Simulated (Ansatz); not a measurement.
Planning a run of Ansatz 0.2.0 on BiB (4H polytype) (P6_3mc). The input:

The structure was built from a prototype and need not be the compound's stable phase.

```yaml
crystal:
  lattice:
    - [3.8956272968, 0.0, 0.0]
    - [-1.9478136484, 3.3737122027, 0.0]
    - [0.0, 0.0, 12.7602919113]
  atoms:
    - { symbol: B, position: [0.0, 0.0, 0.0004571309] }
    - { symbol: B, position: [0.3333333333, 0.6666666667, 0.2494352804] }
    - { symbol: B, position: [0.0, 0.0, 0.5004571309] }
    - { symbol: B, position: [0.6666666667, 0.3333333333, 0.7494352804] }
    - { symbol: Bi, position: [0.0, 0.0, 0.187221663] }
    - { symbol: Bi, position: [0.3333333333, 0.6666666667, 0.4378859257] }
    - { symbol: Bi, position: [0.0, 0.0, 0.687221663] }
    - { symbol: Bi, position: [0.6666666667, 0.3333333333, 0.9378859257] }
kpoints:
  mp_grid: { grid: [6, 6, 2] }
hamiltonian:
  xc: pbe
scf:
  occupations: { method: fixed }
gw:
  n_empty_bands: 232
  ecut_chi: 72
  qp_bands: [v2, c2]
  qp_kpoints: band_edges
  screening: { model: contour_deformation }
```

```sh
ansatz run input.yaml --threads 8 --pin off --max-ram 17510MiB --backend cpu --events-out ev --progress --plain --runs-dir out
```

**Question.** Estimate wall time and host memory on 8 threads of Arm Neoverse V2, shared host.

It took 1.8 min; on shared hardware allow 54 s to 3.6 min. Peak host memory was 2.7 GiB. The sizes that set the cost: 3319 plane waves a state, 14 irreducible k points, 268 bands summed, 227 plane waves in the screening and 7 SCF cycles.

The screening grows as filled bands × empty bands × pairs of k points, times the square of the screening basis for the matrix.

[Paths, hosts, dates, memory and timing lines, banners, echoed tables and standing remarks are left out of the program output.]

[Logs are printed without paths, hosts, clocks, repeated set-up lines and the standing remarks that a program may print on its own settings, such as how far it seeks lower states.]

[Runs of the session that timed out or met a known fault of the program may be left out.]

[Cells called generated may have been cut or substituted from an entry of the Crystallography Open Database or the Materials Project.]

[Hosts, paths, dates, database ids (printed as entryN), source tags and the programs' standing remarks are cut or masked in the printed files.]
